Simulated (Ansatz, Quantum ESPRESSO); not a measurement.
# H4BrN (P-43m): modes at Γ and the response to a field, part 2 of 3

Which modes does H4BrN (P-43m) have at the zone centre?

Quantum ESPRESSO 7.5; DFT LDA, scalar-relativistic, plane waves, JTH PAW pseudopotentials.

So far. Step 2 (A first look): A gap of 3.9 eV opens on this mesh, so the crystal is taken as an insulator; the start stands at 1.0 GPa. Step 4 (Ground state): The cell stands at -0.086 GPa, close enough for phonons. The relaxed cell has a = 3.882 Å (conventional setting).

**5. Linear response at Γ**

At q = 0 one unit cell holds all displacements; symmetry groups them into irreducible representations that are solved one by one. The response to a field gives ε∞ and the Born charges, which polar modes need.

ph.in reads:

```
phonons
&INPUTPH
  prefix = 'x'
  outdir = './tmp'
  fildyn = 'g.dyn'
  tr2_ph = 1.0d-18
  epsil  = .true.
/
0.000000000 0.000000000 0.000000000
```

Launch:

```console
$ OMP_NUM_THREADS=1 mpirun -n 4 ph.x -nk 4 -in ph.in > ph.out
```

What it wrote:

```text
[banners, grids, parts of the stress and lines that vanish by symmetry left out]
[banner, memory and clock lines left out]
Program PHONON v.7.5

     ./tmp/x.save/

     file H.upf: wavefunction(s)  1S 0S 0P renormalized
     file Br.upf: wavefunction(s)  4S 0S 4P 0P renormalized
     file N.upf: wavefunction(s)  0S 0P renormalized

     IMPORTANT: XC functional enforced from input :
     Exchange-correlation= PW
                           (   1   4   0   0   0   0   0)
     Any further DFT definition will be discarded
     Please, verify this is what you really want

     G-vector sticks info

     Check: negative core charge=   -0.000015

     negative rho (up, down):  3.060E-05 0.000E+00
     Reading collected, re-writing distributed wavefunctions in ./tmp/

     Number and degeneracy of irreps per q-point
       N         xq(1)         xq(2)         xq(3)   N irreps
       1   0.000000000   0.000000000   0.000000000       7
        1   2   3   3   3   3   3

     Calculation of q =    0.0000000   0.0000000   0.0000000

     phonons

     bravais-lattice index     =            1
     lattice parameter (alat)  =       7.3363  a.u.
     unit-cell volume          =     394.8478 (a.u.)^3
     number of atoms/cell      =            6
     number of atomic types    =            3
     kinetic-energy cut-off    =      50.0000  Ry
     charge density cut-off    =     250.0000  Ry
     convergence threshold     =      1.0E-18
     beta                      =       0.7000
     number of iterations used =            4
     Exchange-correlation= PW
                           (   1   4   0   0   0   0   0)

     celldm(1)=    7.33629  celldm(2)=    0.00000  celldm(3)=    0.00000
     celldm(4)=    0.00000  celldm(5)=    0.00000  celldm(6)=    0.00000

     crystal axes: (cart. coord. in units of alat)
               a(1) = (  1.0000  0.0000  0.0000 )
               a(2) = (  0.0000  1.0000  0.0000 )
               a(3) = (  0.0000  0.0000  1.0000 )

     reciprocal axes: (cart. coord. in units 2 pi/alat)
               b(1) = (  1.0000  0.0000  0.0000 )
               b(2) = (  0.0000  1.0000  0.0000 )
               b(3) = (  0.0000  0.0000  1.0000 )

     Atoms inside the unit cell:

     Cartesian axes

     site n.  atom      mass           positions (alat units)
        1  H       1.0080   tau(    1) = (    0.15631    0.15631    0.15631  )
        2  H       1.0080   tau(    2) = (    0.15631    0.84369    0.84369  )
        3  H       1.0080   tau(    3) = (    0.84369    0.84369    0.15631  )
        4  H       1.0080   tau(    4) = (    0.84369    0.15631    0.84369  )
        5  Br     79.9040   tau(    5) = (    0.50000    0.50000    0.50000  )
        6  N      14.0070   tau(    6) = (    0.00000    0.00000    0.00000  )

     Computing dynamical matrix for
                    q = (   0.0000000   0.0000000   0.0000000 )

     25 Sym.Ops. (with q -> -q+G )

     G cutoff =  340.8265  (  26193 G-vectors)     FFT grid: ( 40, 40, 40)
     G cutoff =  272.6612  (  18853 G-vectors)  smooth grid: ( 36, 36, 36)
     number of k points=    20
                       cart. coord. in units 2pi/alat
        k(    1) = (   0.0000000   0.0000000   0.0000000), wk =   0.0092593
        k(    2) = (   0.0000000   0.0000000   0.1666667), wk =   0.0555556
        k(    3) = (   0.0000000   0.0000000   0.3333333), wk =   0.0555556
        [... further k-points left out ...]

     PseudoPot. # 1 for H  read from file:
     ./pseudo/H.upf
     Pseudo is Projector augmented-wave + core cor, Zval =  1.0
     Shape of augmentation charge: SINC**2

     PseudoPot. # 2 for Br read from file:
     ./pseudo/Br.upf
     Pseudo is Projector augmented-wave + core cor, Zval =  7.0
     Shape of augmentation charge: BESSEL

     PseudoPot. # 3 for N  read from file:
     ./pseudo/N.upf
     Pseudo is Projector augmented-wave + core cor, Zval =  5.0
     Shape of augmentation charge: SINC**2

     Mode symmetry, T_d (-43m)  point group:

     Electric field:
     Dielectric constant
     Born effective charges as d Force / d E

     Atomic displacements:
     There are    7 irreducible representations

     Representation     1      1 modes -  To be done

     Representation     2      2 modes -  To be done

     Representation     3      3 modes -  To be done

     Representation     4      3 modes -  To be done

     Representation     5      3 modes -  To be done

     Representation     6      3 modes -  To be done

     Representation     7      3 modes -  To be done

     Alpha used in Ewald sum =   2.5000

     negative rho (up, down):  3.060E-05 0.000E+00

     Electric Fields Calculation

      thresh= 1.000E-02 alpha_mix =  0.700 |ddv_scf|^2 =  1.608E-07

      [... iterations left out ...]
      thresh= 1.392E-10 alpha_mix =  0.700 |ddv_scf|^2 =  2.187E-20

     End of electric fields calculation

          Dielectric constant in cartesian axis

          (       3.387465420       0.000000000       0.000000000 )
          (       0.000000000       3.387465420       0.000000000 )
          (       0.000000000       0.000000000       3.387465420 )

          Effective charges (d Force / dE) in cartesian axis without acoustic sum rule applied (asr)

           atom    1  H     Mean Z*:        0.59647
      Ex  (        0.59647        0.32946        0.32946 )
      Ey  (        0.32946        0.59647        0.32946 )
      Ez  (        0.32946        0.32946        0.59647 )
           atom    2  H     Mean Z*:        0.59647
      Ex  (        0.59647       -0.32946       -0.32946 )
      Ey  (       -0.32946        0.59647        0.32946 )
      Ez  (       -0.32946        0.32946        0.59647 )
           atom    3  H     Mean Z*:        0.59647
      Ex  (        0.59647        0.32946       -0.32946 )
      Ey  (        0.32946        0.59647       -0.32946 )
      Ez  (       -0.32946       -0.32946        0.59647 )
           atom    4  H     Mean Z*:        0.59647
      Ex  (        0.59647       -0.32946        0.32946 )
      Ey  (       -0.32946        0.59647       -0.32946 )
      Ez  (        0.32946       -0.32946        0.59647 )
           atom    5  Br    Mean Z*:       -1.23446
      Ex  (       -1.23446        0.00000        0.00000 )
      Ey  (        0.00000       -1.23446        0.00000 )
      Ez  (        0.00000        0.00000       -1.23446 )
           atom    6  N     Mean Z*:       -1.15285
      Ex  (       -1.15285        0.00000        0.00000 )
      Ey  (        0.00000       -1.15285        0.00000 )
      Ez  (        0.00000        0.00000       -1.15285 )

          Effective charges Sum: Mean:       -0.00142
             -0.00142        0.00000        0.00000
              0.00000       -0.00142        0.00000
              0.00000        0.00000       -0.00142

          Effective charges (d Force / dE) in cartesian axis with asr applied:
           atom    1  H     Mean Z*:        0.59671
      E*x (        0.59671        0.32946        0.32946 )
      E*y (        0.32946        0.59671        0.32946 )
      E*z (        0.32946        0.32946        0.59671 )
           atom    2  H     Mean Z*:        0.59671
      E*x (        0.59671       -0.32946       -0.32946 )
      E*y (       -0.32946        0.59671        0.32946 )
      E*z (       -0.32946        0.32946        0.59671 )
           atom    3  H     Mean Z*:        0.59671
      E*x (        0.59671        0.32946       -0.32946 )
      E*y (        0.32946        0.59671       -0.32946 )
      E*z (       -0.32946       -0.32946        0.59671 )
           atom    4  H     Mean Z*:        0.59671
      E*x (        0.59671       -0.32946        0.32946 )
      E*y (       -0.32946        0.59671       -0.32946 )
      E*z (        0.32946       -0.32946        0.59671 )
           atom    5  Br    Mean Z*:       -1.23423
[...]
atom    6  N     Mean Z*:       -1.15261
[...]
Representation #   1 mode #   1

     Self-consistent Calculation

      thresh= 1.000E-02 alpha_mix =  0.700 |ddv_scf|^2 =  5.807E-07

      [... iterations left out ...]
      thresh= 1.222E-10 alpha_mix =  0.700 |ddv_scf|^2 =  5.008E-21

     End of self-consistent calculation

     Convergence has been achieved

     Representation #   2 modes #   2   3

     Self-consistent Calculation

[...]
[... iterations left out ...]
[...]
End of self-consistent calculation

     Convergence has been achieved

     Representation #   3 modes #   4   5   6

     Self-consistent Calculation

[...]
[... iterations left out ...]
[...]
End of self-consistent calculation

     Convergence has been achieved

     Representation #   4 modes #   7   8   9

     Self-consistent Calculation

[...]
[... iterations left out ...]
[...]
End of self-consistent calculation

     Convergence has been achieved

     Representation #   5 modes #  10  11  12

     Self-consistent Calculation

[...]
[... iterations left out ...]
[...]
End of self-consistent calculation

     Convergence has been achieved

     Representation #   6 modes #  13  14  15

     Self-consistent Calculation

[...]
[... iterations left out ...]
[...]
End of self-consistent calculation

     Convergence has been achieved

     Representation #   7 modes #  16  17  18

     Self-consistent Calculation

      thresh= 1.000E-02 alpha_mix =  0.700 |ddv_scf|^2 =  3.587E-09

      [... iterations left out ...]
      thresh= 6.700E-10 alpha_mix =  0.700 |ddv_scf|^2 =  9.928E-19

     End of self-consistent calculation

     Convergence has been achieved

     Number of q in the star =    1
     List of q in the star:
          1   0.000000000   0.000000000   0.000000000

          Dielectric constant in cartesian axis

          (       3.387465420       0.000000000       0.000000000 )
          (       0.000000000       3.387465420       0.000000000 )
          (       0.000000000       0.000000000       3.387465420 )

          Effective charges (d Force / dE) in cartesian axis without acoustic sum rule applied (asr)

           atom    1  H     Mean Z*:        0.59647
      Ex  (        0.59647        0.32946        0.32946 )
      Ey  (        0.32946        0.59647        0.32946 )
      Ez  (        0.32946        0.32946        0.59647 )
           atom    2  H     Mean Z*:        0.59647
      Ex  (        0.59647       -0.32946       -0.32946 )
      Ey  (       -0.32946        0.59647        0.32946 )
      Ez  (       -0.32946        0.32946        0.59647 )
           atom    3  H     Mean Z*:        0.59647
      Ex  (        0.59647        0.32946       -0.32946 )
      Ey  (        0.32946        0.59647       -0.32946 )
      Ez  (       -0.32946       -0.32946        0.59647 )
           atom    4  H     Mean Z*:        0.59647
      Ex  (        0.59647       -0.32946        0.32946 )
      Ey  (       -0.32946        0.59647       -0.32946 )
      Ez  (        0.32946       -0.32946        0.59647 )
           atom    5  Br    Mean Z*:       -1.23446
      Ex  (       -1.23446        0.00000        0.00000 )
      Ey  (        0.00000       -1.23446        0.00000 )
      Ez  (        0.00000        0.00000       -1.23446 )
           atom    6  N     Mean Z*:       -1.15285
      Ex  (       -1.15285        0.00000        0.00000 )
      Ey  (        0.00000       -1.15285        0.00000 )
      Ez  (        0.00000        0.00000       -1.15285 )

          Effective charges Sum: Mean:       -0.00142
             -0.00142        0.00000        0.00000
              0.00000       -0.00142        0.00000
              0.00000        0.00000       -0.00142

          Effective charges (d Force / dE) in cartesian axis with asr applied:
           atom    1  H     Mean Z*:        0.59671
[...]
atom    2  H     Mean Z*:        0.59671
[...]
atom    3  H     Mean Z*:        0.59671
[...]
atom    4  H     Mean Z*:        0.59671
[...]
atom    5  Br    Mean Z*:       -1.23423
      E*x (       -1.23423       -0.00000        0.00000 )
      E*y (       -0.00000       -1.23423       -0.00000 )
      E*z (        0.00000        0.00000       -1.23423 )
           atom    6  N     Mean Z*:       -1.15261
      E*x (       -1.15261       -0.00000        0.00000 )
      E*y (       -0.00000       -1.15261       -0.00000 )
      E*z (        0.00000        0.00000       -1.15261 )

     Diagonalizing the dynamical matrix

     q = (    0.000000000   0.000000000   0.000000000 )

 **************************************************************************
     freq (    1) =       0.110185 [THz] =       3.675383 [cm-1]
     freq (    2) =       0.110185 [THz] =       3.675383 [cm-1]
     freq (    3) =       0.110185 [THz] =       3.675383 [cm-1]
     freq (    4) =       5.649392 [THz] =     188.443425 [cm-1]
     freq (    5) =       5.649392 [THz] =     188.443425 [cm-1]
     freq (    6) =       5.649392 [THz] =     188.443425 [cm-1]
     freq (    7) =      12.806062 [THz] =     427.164248 [cm-1]
     freq (    8) =      12.806062 [THz] =     427.164248 [cm-1]
     freq (    9) =      12.806062 [THz] =     427.164248 [cm-1]
     freq (   10) =      40.421692 [THz] =    1348.322505 [cm-1]
     freq (   11) =      40.421692 [THz] =    1348.322505 [cm-1]
     freq (   12) =      40.421692 [THz] =    1348.322505 [cm-1]
     freq (   13) =      49.043952 [THz] =    1635.930145 [cm-1]
     freq (   14) =      49.043952 [THz] =    1635.930145 [cm-1]
     freq (   15) =      89.977138 [THz] =    3001.314266 [cm-1]
     freq (   16) =      90.281836 [THz] =    3011.477888 [cm-1]
     freq (   17) =      90.281836 [THz] =    3011.477888 [cm-1]
     freq (   18) =      90.281836 [THz] =    3011.477888 [cm-1]
 **************************************************************************

     Mode symmetry, T_d (-43m)  point group:

     freq (   1-   3) =          3.7  [cm-1]   --> T_2  G_15 P_4   I+R
     freq (   4-   6) =        188.4  [cm-1]   --> T_2  G_15 P_4   I+R
     freq (   7-   9) =        427.2  [cm-1]   --> T_1  G_25 P_5
     freq (  10-  12) =       1348.3  [cm-1]   --> T_2  G_15 P_4   I+R
     freq (  13-  14) =       1635.9  [cm-1]   --> E    G_12 P_3   R
     freq (  15-  15) =       3001.3  [cm-1]   --> A_1  G_1  P_1   R
     freq (  16-  18) =       3011.5  [cm-1]   --> T_2  G_15 P_4   I+R
```

Wall time 93 s (4 MPI ranks of Arm Neoverse V2, shared host); 6.2 min of CPU time.

Read from the output:

| Property | Result |
| --- | --- |
| miss of the charge sum rule | 0.001430 e |
| largest acoustic frequency at the zone centre before the sum rule | 3.68 cm⁻¹ |
| highest optical zone-centre mode (no LO-TO term) | 3011 cm⁻¹ |
| lowest optical zone-centre mode | 188.4 cm⁻¹ |
| mean high-frequency dielectric constant | 3.388 |
| largest Born charge in size (third of the trace) | 1.234 e |

Optical modes; normalised displacements of the dynamical-matrix file. Modes at Γ, with each element's share of the kinetic energy:

```csv
mode,frequency (cm⁻¹),symmetry,H %,Br %,N %
1,188.4,T2,18,18,63
2,188.4,T2,18,18,63
3,188.4,T2,18,18,63
4,427.2,T1,100,0,0
5,427.2,T1,100,0,0
6,427.2,T1,100,0,0
7,1348.3,T2,87,0,13
8,1348.3,T2,87,0,13
9,1348.3,T2,87,0,13
10,1635.9,E,100,0,0
11,1635.9,E,100,0,0
12,3001.3,A1,100,0,0
13,3011.5,T2,91,0,9
14,3011.5,T2,91,0,9
15,3011.5,T2,91,0,9
```

Displacements in mode 3 (188.4 cm⁻¹), the largest set to 1:
```
H1   0.18 -0.97  0.38
H2   0.21 -0.98  0.37
H3   0.16 -0.99  0.42
H4   0.22 -1.00  0.43
Br5 -0.04  0.22 -0.09
N6   0.19 -0.99  0.40
```

Displacements in mode 12 (3001.3 cm⁻¹), the largest set to 1:
```
H1  -1.00 -1.00 -1.00
H2  -1.00  1.00  1.00
H3   1.00  1.00 -1.00
H4   1.00 -1.00  1.00
Br5  0.00  0.00  0.00
N6   0.00  0.00  0.00
```

Born charge (rows field, columns displacement), before the sum rule (e), principal values of the symmetric part by kind of site:

```csv
atom,atoms with these values,low,middle,high,mean
H1,4,0.27,0.27,1.26,0.60
Br5,1,-1.23,-1.23,-1.23,-1.23
N6,1,-1.15,-1.15,-1.15,-1.15
```

In full for H1:

```
0.60 0.33 0.33
0.33 0.60 0.33
0.33 0.33 0.60
```

High-frequency dielectric tensor:

```
3.39 0.00 0.00
0.00 3.39 0.00
0.00 0.00 3.39
```

The acoustic modes at Γ come out as far as 3.7 cm⁻¹ from zero, where they should vanish, a small numerical error; the Born charges miss their sum rule by 0.0014 e, which is good.

**6. Zone-centre analysis**

A rigid shift of the crystal must cost nothing, but grids and finite bases break this; the acoustic sum rule is imposed before the matrix is diagonalised again. With Born charges the intensities follow, and the static dielectric tensor.

dynmat.in reads:

```
&INPUT
  fildyn = 'g.dyn'
  asr    = 'simple'
  lperm  = .true.
/
```

Launch:

```console
$ dynmat.x -in dynmat.in > dynmat.out
```

What it wrote:

```text
[banner, memory and clock lines left out]
Program DYNMAT v.7.5

     Reading Dynamical Matrix from file g.dyn
     ...Force constants read
     ...epsilon and Z* read
     A direction for q was not specified:TO-LO splitting will be absent

     Polarizability (A^3 units)
     multiply by 0.556848 for Clausius-Mossotti correction
        11.116301    0.000000    0.000000
         0.000000   11.116301    0.000000
         0.000000    0.000000   11.116301

     IR activities are in (D/A)^2/amu units

# mode   [cm-1]    [THz]      IR
    1      0.00    0.0000    0.0000
    2      0.00    0.0000    0.0000
    3      0.00    0.0000    0.0000
    4    188.30    5.6450    2.5508
    5    188.30    5.6450    2.5508
    6    188.30    5.6450    2.5508
    7    427.10   12.8042    0.0000
    8    427.10   12.8042    0.0000
    9    427.10   12.8042    0.0000
   10   1348.30   40.4211    3.1194
   11   1348.30   40.4211    3.1194
   12   1348.30   40.4211    3.1194
   13   1635.91   49.0435    0.0000
   14   1635.91   49.0435    0.0000
   15   3001.31   89.9770    0.0000
   16   3011.47   90.2817   49.4311
   17   3011.47   90.2817   49.4311
   18   3011.47   90.2817   49.4311

Electronic dielectric permittivity tensor (relative, adimensional)
         3.387465    0.000000    0.000000
         0.000000    3.387465    0.000000
         0.000000    0.000000    3.387465

 ... with zone-center polar mode contributions
         6.271181    0.000000   -0.000000
         0.000000    6.271181    0.000000
        -0.000000    0.000000    6.271181

[end of the log left out, with the tail of the file of modes that dynmat.x writes under the same name]
```

Elapsed: 0.47 s, on 1 thread.

Read from the output:

| Property | Result |
| --- | --- |
| lowest optical zone-centre mode | 188.3 cm⁻¹ |
| mean static dielectric constant | 6.271 |

Zone-centre frequencies as printed; negative means imaginary. Modes:

```csv
mode,frequency (cm⁻¹)
1,0
2,0
3,0
4,188.3
5,188.3
6,188.3
7,427.1
8,427.1
9,427.1
10,1348
11,1348
12,1348
13,1636
14,1636
15,3001
16,3011
17,3011
18,3011
```

Degenerate modes summed, no LO-TO term. Lines of the infrared spectrum (strongest = 100):

```csv
position (cm⁻¹),lines merged,label,"IR intensity, relative"
188,3,T2,5.2
427,3,T1,0.0
1348,3,T2,6.3
1636,2,E,0.0
3001,1,A1,0.0
3011,3,T2,100
```

Static dielectric tensor (ions relaxed, fixed cell):

```
6.27 0.00 0.00
0.00 6.27 0.00
0.00 0.00 6.27
```

The rule moves no optical mode by more than 0.2 cm⁻¹.

**7. Sum rules set otherwise: a sum rule for molecules or wires on a crystal**

This rule also removes rotations, which suits wires and not a crystal; it is tried to see the harm.

dynmat.in reads:

```
&INPUT
  fildyn = 'g.dyn'
  asr    = 'one-dim'
  lperm  = .true.
/
```

Launch:

```console
$ dynmat.x -in dynmat.in > dynmat.out
```

What it wrote:

```text
[banner, memory and clock lines left out]
Program DYNMAT v.7.5

     Reading Dynamical Matrix from file g.dyn
     ...Force constants read
     ...epsilon and Z* read
asr rotation axis in 1D system=    3
     Acoustic Sum Rule: || Z*(ASR) - Z*(orig)|| =    6.984480E-01
     Acoustic Sum Rule: ||dyn(ASR) - dyn(orig)||=    1.083614E+00
     A direction for q was not specified:TO-LO splitting will be absent

     Polarizability (A^3 units)
     multiply by 0.556848 for Clausius-Mossotti correction
        11.116301    0.000000    0.000000
         0.000000   11.116301    0.000000
         0.000000    0.000000   11.116301

     IR activities are in (D/A)^2/amu units

# mode   [cm-1]    [THz]      IR
    1     -0.00   -0.0000    0.0000
    2     -0.00   -0.0000    0.0000
    3     -0.00   -0.0000    0.0000
    4      0.00    0.0000    0.0000
    5    188.32    5.6456    2.5509
    6    188.32    5.6456    2.5509
    7    304.56    9.1306    6.8810
    8    427.16   12.8061    0.0000
    9    427.16   12.8061    0.0000
   10   1348.35   40.4225    3.1192
   11   1348.35   40.4225    3.1192
   12   1465.02   43.9201    0.3811
   13   1635.93   49.0440    0.0000
   14   1635.93   49.0440    0.0000
   15   3001.31   89.9771    0.0000
   16   3011.49   90.2821   49.4314
   17   3011.49   90.2821   49.4314
   18   3231.55   96.8794   47.2539

Electronic dielectric permittivity tensor (relative, adimensional)
         3.387465    0.000000    0.000000
         0.000000    3.387465    0.000000
         0.000000    0.000000    3.387465

 ... with zone-center polar mode contributions
         6.266801    0.003851   -0.000000
         0.003851    6.266801   -0.000000
        -0.000000   -0.000000    6.270652

.317797 [cm-1]
[end of the log left out, with the tail of the file of modes that dynmat.x writes under the same name]
```

The job ended after 0.47 s (1 thread).

The program raised no error, yet the settings are not those of a careful run.

The fault: a sum rule for molecules or wires on a crystal; 1 optical mode is projected out to zero frequency, as if it were a rotation.

For a crystal the rule has to be 'simple' or 'crystal'.

Zone-centre frequencies as printed; negative means imaginary. Modes:

```csv
mode,frequency (cm⁻¹)
1,0
2,0
3,0
4,0
5,188.3
6,188.3
7,304.6
8,427.2
9,427.2
10,1348
11,1348
12,1465
13,1636
14,1636
15,3001
16,3011
17,3011
18,3232
```

(Part 2 of 3 ends here.)

[Host names and launcher messages were left out of these logs when they were recorded.]

[Logs are printed without paths, hosts, clocks, repeated set-up lines and the standing remarks that a program may print on its own settings, such as how far it seeks lower states.]

[Hosts, paths, dates, database ids (printed as entryN), source tags and the programs' standing remarks are cut or masked in the printed files.]
